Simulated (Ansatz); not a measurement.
## A hypothetical structure for TiMn

Starting from a made-up structure for TiMn, the aim is the relaxed cell, its shortest contacts and, where a second run follows, its electronic structure.

Program: Ansatz 0.2.0. Level of theory: DFT, PBE, plane-wave PAW, files of the set soft_1, scalar-relativistic, ferromagnetic start, cell and ions relaxed at zero pressure; PAW set soft_1. Results are calculated unless marked as measured.

## 1. The starting structure

It takes space group P2_13 (No. 198, cubic). Conventional cell: a = 4.753 Å, b = 4.753 Å, c = 4.753 Å, α = 90.00°, β = 90.00°, γ = 90.00°. Mn has 7 Ti at 2.46 to 2.61 Å nearest. Nearest to Ti lie 7 Mn at 2.46 to 2.61 Å. Farther neighbours are not listed.

## 2. Relaxation of the guess

The guessed cell has no reason to be at equilibrium. It is relaxed with the atoms, within the space group of the guess.

The input, input.yaml:

```yaml
crystal:
  lattice:
    - [4.753, 0.0, 0.0]
    - [0.0, 4.753, 0.0]
    - [0.0, 0.0, 4.753]
  atoms:
    - { symbol: Mn, position: [0.1491, 0.1491, 0.1491], spin: 4.0 }
    - { symbol: Mn, position: [0.3509, 0.8509, 0.6491], spin: 4.0 }
    - { symbol: Mn, position: [0.6491, 0.3509, 0.8509], spin: 4.0 }
    - { symbol: Mn, position: [0.8509, 0.6491, 0.3509], spin: 4.0 }
    - { symbol: Ti, position: [0.8347, 0.8347, 0.8347], spin: 1.0 }
    - { symbol: Ti, position: [0.6653, 0.1653, 0.3347], spin: 1.0 }
    - { symbol: Ti, position: [0.3347, 0.6653, 0.1653], spin: 1.0 }
    - { symbol: Ti, position: [0.1653, 0.3347, 0.6653], spin: 1.0 }
magnetization:
  spin_polarized: true
kpoints:
  mp_grid: { grid: [6, 6, 6] }
scf:
  occupations: { method: fermi_dirac, width: 0.05 }
hamiltonian:
  xc: pbe
  pseudopotentials: { kind: paw, azcp: { folder: soft_1 } }
relax:
  f_tol: 0.015
  max_steps: 70
  cell: {}
output:
  forces: true
  stress: true
```

Started as:

```bash
> ansatz run input.yaml --threads 4 --pin off --max-ram 10240MiB --backend cpu --events-out ev --progress --plain --runs-dir out
```

Numbers of over 12 decimals in the logs are rounded to 6 here.

Log:

```text
Engine: ansatz 0.2.0, x86_64-unknown-linux-gnu
Pseudopotentials: kind: paw
Pseudopotential: Mn, paw, valence charge 15, recommended cutoff 420 eV (normal), soft_1/Mn.paw.azcp
Pseudopotential: Ti, paw, valence charge 12, recommended cutoff 420 eV (normal), soft_1/Ti.paw.azcp
Functional definition: PBE
  parameter kappa = 0.804
  parameter beta = 0.066725
  exchange = pbe_x(kappa = kappa, mu = beta*pi^2/3)
  correlation = pbe_c(beta = beta)
Crystal: 8 atoms, lattice volume = 107.375 Å³
Basis set: ecut = 420 eV, 2103 PW (Γ), exchange–correlation on 64×64×64 points (8 copies of the dense FFT grid, shifted against one another)
Bands: 77, of which v1, the nominal top of the filled ones, is band 54 counted from 1 (53 counted from 0)
Symmetry: 12 space group operations
Space group: P213 (ITA 198), of the structure as read, at distance tolerance 4.8e-5 Å
Magnetic group: BNS 198.9 (UNI 1511), of the structure as read, at distance tolerance 4.8e-5 Å
k-points: 24 of 216 (time reversal used)
Non-local potential: Mn, projectors of the file, l = 0: 3, l = 1: 2, l = 2: 3, l = 3: 1
Non-local potential: Ti, projectors of the file, l = 0: 3, l = 1: 2, l = 2: 3, l = 3: 1
PAW form: soft (Blöchl's): semilocal exchange-correlation on the pseudo side does not see the compensation charge
PAW one-centre angular grid: Mn, 590 points (default); XC on 64 Gauss nodes
PAW one-centre angular grid: Ti, 590 points (default); XC on 64 Gauss nodes
Initial density: superposition of atomic densities (chi_scale 0.1, normalization cell)
Starting moments: Σ|m| = 20 μB on 8 of 8 sites
Initial wavefunctions: pseudopotential atomic-orbital guess
Functional: x = pbe(κ = 0.804, μ = 0.219515), c = pbe(β = 0.066725)
SCF iter   1: F=—  HF=-25586.275676 eV  |F-HF|=—  |Δ(HF+E_count)|=         —  Δρ=9.26e-2 (↑9.26e-2 ↓4.88e-2)  dr2=3.90e0  dr2_m=4.44e0  M=13.248 μB ∫|m|=13.416 μB  β_m=0.30  ethr=3.10e-3  ⟨swp⟩=4.2  Hψ=10546  notcnv=0
Mixer restart at iter 1: flushing history
preconditioner: auto → Kerker (q_TF=auto, 2.731 Å⁻¹)  [metal: Δε(μ)=0.033 eV  Ē_g=5.554 eV  σ=0.050 eV  W_gap=0.16  n_scr=32 (ndim 8)  ℏωp=23.8 eV  f_vac=0.000  D(μ)=6.56/eV (n_scr^D=80)]
spin=Collinear: Kerker preconditioning applied to the charge; magnetization (m = ρ↑ − ρ↓) channel mixes plain (no charge-response kernel on spin).
SCF iter   2: F=—  HF=-25586.804301 eV  |F-HF|=—  |Δ(HF+E_count)|=   5.29e-1  Δρ=6.14e-2 (↑6.14e-2 ↓4.47e-2)  dr2=1.57e0  dr2_m=2.51e0  M=12.713 μB ∫|m|=13.007 μB  β_m=0.64  ethr=3.10e-3  ⟨swp⟩=2.0  Hψ=4999  notcnv=0  defer=297
SCF iter   3: F=—  HF=-25591.485611 eV  |F-HF|=—  |Δ(HF+E_count)|=    4.68e0  Δρ=3.82e-2 (↑3.82e-2 ↓2.89e-2)  dr2=1.63e-1  dr2_m=1.06e0  M=9.759 μB ∫|m|=11.346 μB  β_m=0.74  ethr=1.45e-3  ⟨swp⟩=3.0  Hψ=6816  notcnv=0  defer=297
SCF iter   4: F=—  HF=-25594.282115 eV  |F-HF|=—  |Δ(HF+E_count)|=         —  Δρ=6.83e-2 (↑6.83e-2 ↓6.70e-2)  dr2=1.51e-1  dr2_m=4.43e0  M=4.346 μB ∫|m|=8.234 μB  β_m=1.00  ethr=1.51e-4  ⟨swp⟩=2.1  Hψ=7143  notcnv=0  defer=323
Mixer restart at iter 4: flushing history
SCF iter   5: F=—  HF=-25593.646549 eV  |F-HF|=—  |Δ(HF+E_count)|=   6.36e-1  Δρ=1.36e-2 (↑4.81e-3 ↓1.36e-2)  dr2=1.50e-1  dr2_m=7.65e-2  M=4.070 μB ∫|m|=7.629 μB  β_m=0.74  ethr=4.63e-5  ⟨swp⟩=2.4  Hψ=7407  notcnv=0  defer=330
SCF iter   6: F=—  HF=-25593.676346 eV  |F-HF|=—  |Δ(HF+E_count)|=   2.98e-2  Δρ=1.67e-2 (↑1.67e-2 ↓7.44e-3)  dr2=6.90e-2  dr2_m=1.35e-1  M=3.819 μB ∫|m|=6.985 μB  β_m=0.87  ethr=4.63e-5  ⟨swp⟩=2.1  Hψ=7201  notcnv=0  defer=462
SCF iter   7: F=—  HF=-25593.658255 eV  |F-HF|=—  |Δ(HF+E_count)|=   1.81e-2  Δρ=5.97e-3 (↑9.21e-4 ↓5.97e-3)  dr2=4.20e-2  dr2_m=7.64e-3  M=3.857 μB ∫|m|=6.986 μB  β_m=0.92  ethr=4.63e-5  ⟨swp⟩=2.0  Hψ=6936  notcnv=0  defer=468
SCF iter   8: F=—  HF=-25593.651164 eV  |F-HF|=—  |Δ(HF+E_count)|=   7.09e-3  Δρ=3.27e-3 (↑3.27e-3 ↓1.20e-3)  dr2=5.12e-3  dr2_m=4.82e-3  M=3.679 μB ∫|m|=6.466 μB  β_m=0.96  ethr=3.89e-5  ⟨swp⟩=2.1  Hψ=5927  notcnv=0  defer=468
SCF iter   9: F=—  HF=-25593.650375 eV  |F-HF|=—  |Δ(HF+E_count)|=   7.90e-4  Δρ=1.09e-3 (↑1.09e-3 ↓6.39e-4)  dr2=1.98e-4  dr2_m=7.28e-4  M=3.660 μB ∫|m|=6.378 μB  β_m=0.98  ethr=4.74e-6  ⟨swp⟩=1.5  Hψ=4415  notcnv=0  defer=468
SCF iter  10: F=—  HF=-25593.650222 eV  |F-HF|=—  |Δ(HF+E_count)|=   1.52e-4  Δρ=4.17e-4 (↑2.89e-4 ↓4.17e-4)  dr2=5.59e-4  dr2_m=4.69e-6  M=3.654 μB ∫|m|=6.339 μB  β_m=0.99  ethr=1.84e-7  ⟨swp⟩=2.0  Hψ=6454  notcnv=0  defer=468
SCF iter  11: F=—  HF=-25593.650290 eV  |F-HF|=—  |Δ(HF+E_count)|=   6.77e-5  Δρ=9.10e-5 (↑5.44e-5 ↓9.10e-5)  dr2=1.44e-5  dr2_m=7.72e-7  M=3.645 μB ∫|m|=6.314 μB  β_m=0.92  ethr=1.84e-7  ⟨swp⟩=2.1  Hψ=5333  notcnv=0  defer=468
SCF iter  12: F=—  HF=-25593.650280 eV  |F-HF|=—  |Δ(HF+E_count)|=   9.96e-6  Δρ=7.20e-5 (↑7.20e-5 ↓1.85e-5)  dr2=5.89e-6  dr2_m=1.62e-6  M=3.641 μB ∫|m|=6.304 μB  β_m=0.96  ethr=1.34e-8  ⟨swp⟩=2.5  Hψ=6197  notcnv=0  defer=468
SCF iter  13: F=—  HF=-25593.650280 eV  |F-HF|=—  |Δ(HF+E_count)|=   1.86e-8  Δρ=8.11e-6 (↑8.11e-6 ↓4.32e-6)  dr2=1.32e-7  dr2_m=7.48e-9  M=3.641 μB ∫|m|=6.301 μB  β_m=0.98  ethr=5.45e-9  ⟨swp⟩=1.8  Hψ=4271  notcnv=0  defer=468
SCF iter  14: F=—  HF=-25593.650280 eV  |F-HF|=—  |Δ(HF+E_count)|=   1.34e-8  Δρ=3.23e-6 (↑1.19e-6 ↓3.23e-6)  dr2=1.51e-8  dr2_m=2.54e-9  M=3.641 μB ∫|m|=6.301 μB  β_m=0.96  ethr=1.22e-10  ⟨swp⟩=2.0  Hψ=4701  notcnv=0  defer=468
SCF iter  15: F=-25593.650280 eV  HF=-25593.650280 eV  |F-HF|=2.36e-10  |Δ(HF+E_count)|=   2.22e-9  Δρ=6.42e-7 (↑3.70e-7 ↓6.42e-7)  dr2=6.56e-10  dr2_m=7.85e-11  M=3.641 μB ∫|m|=6.300 μB  ethr=1.40e-11  ⟨swp⟩=1.0  Hψ=8662  notcnv=0
SCF 1 converged in 15 iterations: F = -25593.650280 eV  dr2 = 6.56e-10
  greatest PAW one-centre occupation: 1.000 electrons in one spin orbital (limit 2), on the Mn atom at site 2 (counted from 0), in its partial waves of l = 0
relax step   1: F+E_penalty+E_count = -25593.65027983 eV  Δ(F+E_penalty+E_count) = +0.000e0 eV  max|allowed force component| = 2.147e-1 eV/Å  Δτ_max = 0.0000 Å  P = +6.664 GPa  Ω = 107.375 Å³  (15 SCF iters, dr2 threshold 1.00e-7 eV, accepted)
Crystal: 8 atoms, lattice volume = 111.178 Å³
Basis set: ecut = 420 eV, 2109 PW (Γ), exchange–correlation on 64×64×64 points (8 copies of the dense FFT grid, shifted against one another)
Initial density: handed on by an earlier stage of this run
Starting moments: Σ|m| = 20 μB on 8 of 8 sites; this step starts from the density that it was given
Initial wavefunctions: those handed on with the density
iter 1 solved again at ethr=1.76e-5 eV; its pass at ethr=3.10e-3 eV (dr2=1.90e-2 eV) is discarded
[...]
relax step   5: F+E_penalty+E_count = -25593.83271011 eV  Δ(F+E_penalty+E_count) = -2.509e-3 eV  max|allowed force component| = 3.433e-3 eV/Å  Δτ_max = 0.0159 Å  P = +0.012 GPa  Ω = 113.320 Å³  energy of the carried Pulay correction = -7.273e-3 eV  (11 SCF iters, dr2 threshold 5.95e-8 eV, accepted)
Basis set: ecut = 420 eV, 2205 PW (Γ), exchange–correlation on 72×72×72 points (8 copies of the dense FFT grid, shifted against one another)
Initial wavefunctions: pseudopotential atomic-orbital guess (no wavefunctions were taken with the density)
iter 1 solved again at ethr=6.54e-8 eV; its pass at ethr=3.10e-3 eV (dr2=7.07e-5 eV) is discarded
SCF iter   1: F=—  HF=-25593.839396 eV  |F-HF|=—  |Δ(HF+E_count)|=         —  Δρ=1.02e-4 (↑1.02e-4 ↓8.83e-5)  dr2=8.18e-6  dr2_m=6.94e-7  M=4.427 μB ∫|m|=9.206 μB  β_m=0.65  ethr=6.54e-8  ⟨swp⟩=3.0  Hψ=19918  notcnv=0
preconditioner: auto → Kerker (q_TF=auto, 1.906 Å⁻¹)  [metal: Δε(μ)=0.005 eV  Ē_g=4.047 eV  σ=0.050 eV  W_gap=0.03  n_scr=18 (ndim 8)  ℏωp=23.1 eV  f_vac=0.000  D(μ)=10.37/eV (n_scr^D=122)]
spin=Collinear: Kerker preconditioning applied to the charge; magnetization (m = ρ↑ − ρ↓) channel mixes plain (no charge-response kernel on spin).
SCF iter   2: F=—  HF=-25593.839451 eV  |F-HF|=—  |Δ(HF+E_count)|=   5.57e-5  Δρ=3.33e-5 (↑3.33e-5 ↓3.25e-5)  dr2=6.95e-7  dr2_m=4.00e-8  M=4.428 μB ∫|m|=9.206 μB  β_m=0.61  ethr=7.57e-9  ⟨swp⟩=2.1  Hψ=5108  notcnv=0
SCF iter   3: F=—  HF=-25593.839462 eV  |F-HF|=—  |Δ(HF+E_count)|=   1.10e-5  Δρ=9.43e-6 (↑6.24e-6 ↓9.43e-6)  dr2=9.72e-8  dr2_m=1.88e-8  M=4.428 μB ∫|m|=9.206 μB  β_m=0.76  ethr=6.44e-10  ⟨swp⟩=2.0  Hψ=5926  notcnv=0
SCF iter   4: F=—  HF=-25593.839464 eV  |F-HF|=—  |Δ(HF+E_count)|=   1.87e-6  Δρ=8.41e-6 (↑5.99e-6 ↓8.41e-6)  dr2=1.92e-7  dr2_m=9.33e-9  M=4.428 μB ∫|m|=9.206 μB  β_m=0.88  ethr=9.00e-11  ⟨swp⟩=2.0  Hψ=4725  notcnv=0
SCF iter   5: F=—  HF=-25593.839466 eV  |F-HF|=—  |Δ(HF+E_count)|=   1.25e-6  Δρ=1.27e-5 (↑1.27e-5 ↓6.32e-6)  dr2=6.38e-8  dr2_m=7.70e-8  M=4.428 μB ∫|m|=9.206 μB  β_m=0.94  ethr=9.00e-11  ⟨swp⟩=2.1  Hψ=6411  notcnv=0
SCF iter   6: F=—  HF=-25593.839465 eV  |F-HF|=—  |Δ(HF+E_count)|=   3.68e-8  Δρ=4.74e-6 (↑2.40e-6 ↓4.74e-6)  dr2=3.90e-8  dr2_m=3.36e-9  M=4.428 μB ∫|m|=9.206 μB  β_m=0.91  ethr=5.90e-11  ⟨swp⟩=2.0  Hψ=6278  notcnv=0
SCF iter   7: F=—  HF=-25593.839465 eV  |F-HF|=—  |Δ(HF+E_count)|=   2.67e-8  Δρ=2.22e-6 (↑2.22e-6 ↓2.13e-6)  dr2=1.98e-9  dr2_m=3.95e-9  M=4.428 μB ∫|m|=9.206 μB  β_m=0.95  ethr=3.61e-11  ⟨swp⟩=2.9  Hψ=6960  notcnv=0
SCF iter   8: F=—  HF=-25593.839465 eV  |F-HF|=—  |Δ(HF+E_count)|=   3.43e-7  Δρ=1.92e-6 (↑1.92e-6 ↓2.82e-7)  dr2=3.88e-9  dr2_m=8.83e-10  M=4.428 μB ∫|m|=9.207 μB  β_m=0.98  ethr=1.83e-12  ⟨swp⟩=2.1  Hψ=6412  notcnv=0
SCF iter   9: F=—  HF=-25593.839465 eV  |F-HF|=—  |Δ(HF+E_count)|=   1.56e-9  Δρ=4.79e-7 (↑4.79e-7 ↓1.20e-7)  dr2=3.31e-10  dr2_m=4.11e-11  M=4.428 μB ∫|m|=9.207 μB  β_m=0.99  ethr=1.83e-12  ⟨swp⟩=2.0  Hψ=6088  notcnv=0
SCF iter  10: F=—  HF=-25593.839465 eV  |F-HF|=—  |Δ(HF+E_count)|=  2.84e-10  Δρ=7.86e-8 (↑7.86e-8 ↓2.10e-8)  dr2=6.63e-12  dr2_m=1.76e-12  M=4.428 μB ∫|m|=9.207 μB  β_m=0.96  ethr=1.00e-12  ⟨swp⟩=2.0  Hψ=4774  notcnv=0
SCF iter  11: F=-25593.839465 eV  HF=-25593.839465 eV  |F-HF|=7.28e-12  |Δ(HF+E_count)|=  7.28e-12  Δρ=1.63e-8 (↑5.99e-9 ↓1.63e-8)  dr2=6.43e-13  dr2_m=4.77e-14  M=4.428 μB ∫|m|=9.207 μB  ethr=1.00e-12  ⟨swp⟩=2.0  Hψ=10175  notcnv=0
the starting moments were not kept: 4 of 8 ended reversed and 4 kept their direction, counting a site from 0.1 μB. The largest reversed, site 7 (counted from 0, in the order of the report's site_moments_mub), started with +1.0 μB and closes at -4.3e-1 μB in its sphere.
SCF 6 converged in 11 iterations: F = -25593.839465 eV  dr2 = 6.43e-13
relax step   6: F+E_penalty+E_count = -25593.83946515 eV  Δ(F+E_penalty+E_count) = -6.755e-3 eV  max|allowed force component| = 3.455e-3 eV/Å  Δτ_max = 0.0000 Å  P = -0.007 GPa  Ω = 113.320 Å³  stress off target by 6.51e-3 GPa  SCF on the basis re-selected at this cell (its energy is not comparable with the rows above)  (11 SCF iters)
basis re-selected at this cell: Δ(F+E_penalty+E_count) = -6.755e-3 eV, ΔP = -0.018 GPa vs the last step (what re-selecting the basis moved, of the pressure what is left beyond the Pulay correction that the steps carried, after the strain that the cell walked since its last selection, with what the two solves' SCF thresholds leave and, on support functions, any second-order correction that the steps lacked; it is no measure of the basis error at this ecutwfc). The dense FFT grid was sized anew with the basis: this SCF ran on 36×36×36 points, the steps before it on 32×32×32, so part of this shift can come from that change (see relax.cell in the input reference). [rest of the remark cut]
SCF converged after 11 iterations
Magnetization: 4.4285 μB (56.2142 up, 51.7858 down)
Absolute magnetization: 9.2066 μB (∫|ρ↑−ρ↓|, with the PAW one-centre terms)
Spin contamination: 1.0700 ħ² per cell (⟨S²⟩ above its minimum at these occupations)
Per-site moments (μB) at R_I (Å): [(1.657183, 1.056693), (1.657183, 1.056693), (1.657183, 1.056693), (1.657183, 1.056693), (-0.431462, 1.056693), (-0.431462, 1.056693), (-0.431462, 1.056693), (-0.431462, 1.056693)]
Free energy (F): -25593.839465 eV
Harris-Foulkes:  -25593.839465 eV  (|F-HF|=7.28e-12)
Internal energy: -25593.753543 eV  (E = F + TS)
E sigma→0 (E₀):  -25593.796504 eV
Entropy (-TS):   -0.085922 eV (-10.740 meV/atom)
Fermi energy:    15.639863 eV
--- Per-component energies (eV) ---
  E_band       = -1403.367019
  E_kinetic    = 2409.528423
  E_local      = -11613.918209  (includes V_loc(G=0)·N_el)
  E_nonlocal   = 2070.214415
  E_hartree    = 4485.033426
  E_xc         = -906.003053
  E_vxc        = -1146.552783  (∫ρ·V_xc dr)
  E_paw        = -9475.540114  (= ΣΔE_a)
  E_vpaw       = -2092.705794  (= ΣTr[D̂ρ^β])
  E_aug_tail   = 0.000085  (compensation charges beyond the density's cutoff)
  E_ewald      = -12563.068516
  E_smearing   = -0.085922  (= −TS)
  E_closure    = -0.000000  (closes the sum)
  Σ components = -25593.839465   (vs F -25593.839465, Δ=0.00e0)
--- Forces (eV/Å), atoms counted from 1 ---
  atom   1  Mn     0.00056114     0.00056114     0.00056114
  atom   2  Mn    -0.00056114    -0.00056114     0.00056114
  atom   3  Mn     0.00056114    -0.00056114    -0.00056114
  atom   4  Mn    -0.00056114     0.00056114    -0.00056114
  atom   5  Ti     0.00345527     0.00345527     0.00345527
  atom   6  Ti    -0.00345527    -0.00345527     0.00345527
  atom   7  Ti     0.00345527    -0.00345527    -0.00345527
  atom   8  Ti    -0.00345527     0.00345527    -0.00345527
  max |Σ_I F_I| component: 1.86e-17 eV/Å
--- Stress (GPa, compression-positive) ---
       -0.006506       0.000000      -0.000000
        0.000000      -0.006506      -0.000000
       -0.000000      -0.000000      -0.006506
  P = ⅓ Tr σ = -0.0065 GPa (-0.065 kbar)
--- Relaxed structure (5 steps of the walk, 5 accepted, 1 SCFs on fresh bases) ---
  F+E_penalty+E_count = -25593.83946515 eV   max|allowed force component| = 3.455e-3 eV/Å   (the final SCF, on the basis selected at the relaxed cell)
  cell:  # Å, volume = 113.3196 Å³
    - [4.839142, 0, 0]
    - [0, 4.839142, 0]
    - [0, 0, 4.839142]
  atoms:
    - { symbol: Mn, position: [0.150775, 0.150775, 0.150775] }
    - { symbol: Mn, position: [0.349225, 0.849225, 0.650775] }
    - { symbol: Mn, position: [0.650775, 0.349225, 0.849225] }
    - { symbol: Mn, position: [0.849225, 0.650775, 0.349225] }
    - { symbol: Ti, position: [0.845145, 0.845145, 0.845145] }
    - { symbol: Ti, position: [0.654855, 0.154855, 0.345145] }
    - { symbol: Ti, position: [0.345145, 0.654855, 0.154855] }
    - { symbol: Ti, position: [0.154855, 0.345145, 0.654855] }
```

Run time: 33 s. Hardware: 4 threads of Intel Xeon 6975P-C (Granite Rapids), shared host; peak memory 0.82 GiB.

The steps of the relaxation:

```csv
step,energy less that of the first step (eV),largest force component (eV/Å),pressure (GPa),volume (Å³)
1,0.0000,0.2147,6.66,107.38
2,-0.1233,0.1848,1.89,111.18
3,-0.1666,0.0859,-0.06,112.98
4,-0.1799,0.0309,0.15,113.03
5,-0.1824,0.0034,0.01,113.32
6*,-0.1892,0.0035,-0.01,113.32
```

Relaxation steps marked * repeat the geometry before them on a plane-wave basis chosen anew for their cell, so energy and pressure can jump there.

The run keeps the 12 symmetry operations that it works with, so distortions that break them were not tested.

```csv
"conventional cell, symmetrised",before,after,change
a (Å),4.753,4.839,+1.8 %
b (Å),4.753,4.839,+1.8 %
c (Å),4.753,4.839,+1.8 %
volume (Å³/atom),13.42,14.16,+5.5 %
```

The atoms that moved most (Å, as changes of fractional coordinates times the final cell):

```csv
atom,dx,dy,dz,length
Ti7,0.051,-0.051,-0.051,0.088
Ti8,-0.051,0.051,-0.051,0.088
Ti6,-0.051,-0.051,0.051,0.088
Ti5,0.051,0.051,0.051,0.088
Mn1,0.008,0.008,0.008,0.014
Mn3,0.008,-0.008,-0.008,0.014
Mn4,-0.008,0.008,-0.008,0.014
Mn2,-0.008,-0.008,0.008,0.014
```

The relaxed structure:

```
Mn Ti
1.0
     4.83914    0.00000    0.00000
     0.00000    4.83914    0.00000
     0.00000    0.00000    4.83914
Mn Ti
4 4
Direct
  0.15077 0.15077 0.15077
  0.34923 0.84923 0.65077
  0.65077 0.34923 0.84923
  0.84923 0.65077 0.34923
  0.84515 0.84515 0.84515
  0.65485 0.15485 0.34515
  0.34515 0.65485 0.15485
  0.15485 0.34515 0.65485
```

Numbers from this step:

| Item | Value |
| --- | --- |
| free energy | -25593.8395 eV |
| energy at zero smearing | -25593.7965 eV |
| smearing term TS | 0.08592 eV |
| Fermi energy | 15.64 eV |
| magnetization | 4.428 μB |
| absolute magnetization | 9.207 μB |
| site moments | 1.657, 1.657, 1.657, 1.657, -0.4315, -0.4315, -0.4315, -0.4315 μB |
| electrons | 108 |
| symmetry operations | 12 |
| pressure | -0.006506 GPa |

Site moment by atom:

```csv
atom,site moment (μB)
Mn1,1.66
Mn2,1.66
Mn3,1.66
Mn4,1.66
Ti5,-0.43
Ti6,-0.43
Ti7,-0.43
Ti8,-0.43
```

The shortest distance of each pair, which need not be the same contact before and after:

```csv
pair,guess (Å),relaxed (Å)
Mn–Ti,2.464,2.562
Mn–Mn,2.929,2.984
Ti–Ti,2.961,2.991
```

The relaxation ends with a largest force component of 0.0035 eV/Å and a pressure of -0.01 GPa.

## 3. What came out

| Quantity | Value |
| --- | --- |
| space group, relaxed | P2_13 |
| conventional cell | a = 4.839, b = 4.839, c = 4.839 Å; α = 90.0°, β = 90.0°, γ = 90.0° |
| volume per atom | 14.16 Å³ (guess 13.42) |
| total moment | 4.43 μB in the cell of 8 atoms |

TiMn relaxes to P2_13 with a = 4.839, b = 4.839 and c = 4.839 Å. The guessed volume was 5 % too small. The space group P2_13 was held in the relaxation, so the end point is a stationary structure within it and may be a saddle against distortions or other arrangements. The input starts from parallel moments, and no other start was typed; the run left that order, and the end state is ferrimagnetic. Mesh and cutoff weren't tested. No dispersion term is used, so weakly bound directions may come out too long. Nothing here tests whether the compound is stable against decomposition.

[Logs are printed without paths, hosts, clocks, repeated set-up lines and the standing remarks that a program may print on its own settings, such as how far it seeks lower states.]

[Hosts, paths, dates, database ids (printed as entryN), source tags and the programs' standing remarks are cut or masked in the printed files.]
